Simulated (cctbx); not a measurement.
# Resonant diffraction in YMo

Space group R3m (no. 160), a = 3.2730 Å, b = 3.2730 Å, c = 46.9500 Å, α = 90.00°, β = 90.00°, γ = 120.00°.

| atom | mult. | x | y | z | Ueq (Å²) |
| --- | --- | --- | --- | --- | --- |
| Mo1 | 3 | 1/3 | 2/3 | 0.2772 | 0.0043 |
| Mo2 | 3 | 1/3 | 2/3 | 0.1664 | 0.0042 |
| Mo3 | 3 | 0 | 0 | 0.0010 | 0.0047 |
| Y1 | 3 | 1/3 | 2/3 | 0.0545 | 0.0043 |
| Y2 | 3 | 2/3 | 1/3 | 0.2197 | 0.0047 |
| Y3 | 3 | 0 | 0 | 0.1111 | 0.0038 |

The model is made up (kin elements in a known structure type, no relaxation), so it says nothing on whether the phase exists.

Calculated with cctbx: free-atom f′ and f″ from the Sasaki tables, no fine structure; amplitudes in electrons.

How do |F(hkl)| and |F(−h−k−l)| change across the Y K edge?

```text
E (eV)    f'(Y)   f''           |F|2 0 2        |F|1 1 3        |F|0 2 1        |F|1 2 2
  16438   -2.93   0.56      184.4/ 185.0      5.9/   6.0      9.2/   9.2    152.0/ 152.6
  16788   -3.72   0.54      182.9/ 183.4      8.0/   8.1     11.2/  11.2    150.7/ 151.1
  16918   -4.43   0.53      181.9/ 182.3     10.0/  10.0     13.1/  13.1    149.7/ 150.0
  16978   -5.10   0.53      181.1/ 181.4     12.0/  12.0     15.0/  15.0    148.9/ 149.1
  17008   -5.77   0.53      180.4/ 180.5     14.0/  14.0     16.9/  16.9    148.3/ 148.3
  17023   -6.43   0.53      179.7/ 179.7     15.9/  15.9     18.7/  18.7    147.6/ 147.5
  17030   -7.00   0.53      179.1/ 179.0     17.6/  17.6     20.4/  20.4    147.1/ 146.9
  17034   -7.58   0.52      178.6/ 178.4     19.3/  19.3     22.0/  22.0    146.6/ 146.3
  17042   -8.49   3.75      187.5/ 167.9     24.3/  23.5     26.5/  25.7    155.3/ 136.1
  17046   -7.39   3.75      188.4/ 169.1     21.3/  20.4     23.6/  22.7    156.2/ 137.3
  17053   -6.62   3.75      189.1/ 170.0     19.3/  18.4     21.6/  20.6    156.8/ 138.2
  17068   -5.84   3.74      189.8/ 171.0     17.4/  16.3     19.6/  18.6    157.4/ 139.1
  17098   -5.09   3.73      190.4/ 171.9     15.5/  14.3     17.7/  16.6    158.0/ 140.0
  17188   -4.10   3.69      191.2/ 173.1     13.3/  11.9     15.3/  14.0    158.6/ 141.2
  17438   -3.06   3.58      191.5/ 174.3     11.1/   9.5     12.8/  11.3    158.9/ 142.3
```

The edge is at 17038 eV. f′ of Y falls from -4.4 e at 16918 eV to -7.6 e at 4 eV below it, and f″ steps from 0.53 to 3.75 e across it. Over that approach |F| changes by -2 % (2 0 2), +93 % (1 1 3), +68 % (0 2 1) and -2 % (1 2 2): a reflection falls where Y scatters in phase with the total and rises where it scatters against it; it hardly moves where the Y term is small or cancels by symmetry or lies in quadrature to the total. The f″ term interferes with the normal scattering with opposite sign for the two Friedel mates. The largest Friedel difference in the scan is 15.5 % of the mean (1 1 3, at 17438 eV).

[Logs are printed without paths, hosts, clocks, repeated set-up lines and the standing remarks that a program may print on its own settings, such as how far it seeks lower states.]
